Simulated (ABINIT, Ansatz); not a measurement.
An input for ABINIT 10.8.3 (GaN (P6_3mc)):

```
acell 3*1.0 Angstrom
rprim 
  3.179999999980 0.000000000005 0.000000000000
  -1.589999999994 2.753960784015 0.000000000000
  0.000000000000 0.000000000000 5.166000000000
ntypat 2
znucl 31 7
natom 4
typat 1 1 2 2
xred 
  0.333333333333 0.666666666667 0.000000000000
  0.666666666667 0.333333333333 0.500000000000
  0.333333333333 0.666666666667 0.375000000000
  0.666666666667 0.333333333333 0.875000000000
pp_dirpath "pseudos"
pseudos "Ga.upf, N.upf"
ecut 45
ngkpt 6 6 4
nshiftk 1
shiftk 0 0 0
kptopt 1
chksymbreak 0
istwfk *1
occopt 1
irdwfk 1
optdriver 3
nband 144
ecuteps 6.5
inclvkb 2
awtr 1
symchi 1
indata_prefix "in"
outdata_prefix "out"
tmpdata_prefix "tmp"
```

The database entry behind the starting cell differs from later determinations by our own check (about 0.3 % short, ideal inner coordinate), so it need not match the best structure at ambient conditions.

```sh
OMP_NUM_THREADS=1 mpirun -n 4 abinit run.abi > log
```

Estimate wall time and host memory on 4 MPI ranks of Intel Xeon Platinum 8259CL at 2.50GHz (Skylake/Cascade Lake), shared host.

It took 24 min; on shared hardware allow 12 min to 49 min. Peak host memory was 3.2 GiB.

[Paths, hosts, dates, memory and timing lines, banners, echoed tables and standing remarks are left out of the program output.]

[Logs are printed without paths, hosts, clocks, repeated set-up lines and the standing remarks that a program may print on its own settings, such as how far it seeks lower states.]

[Runs of the session that timed out or met a known fault of the program may be left out.]

[Hosts, paths, dates, database ids (printed as entryN), source tags and the programs' standing remarks are cut or masked in the printed files.]

[G0W0 gaps are taken among the corrected bands and points alone; a level outside them can change the order at an edge.]

[Where Ansatz stands beside ABINIT at settings called matched, ABINIT's density can come from a denser mesh and the files from another edition; pairs whose starting gaps differed by over 0.03 eV were left out, so agreement reads better than it is.]
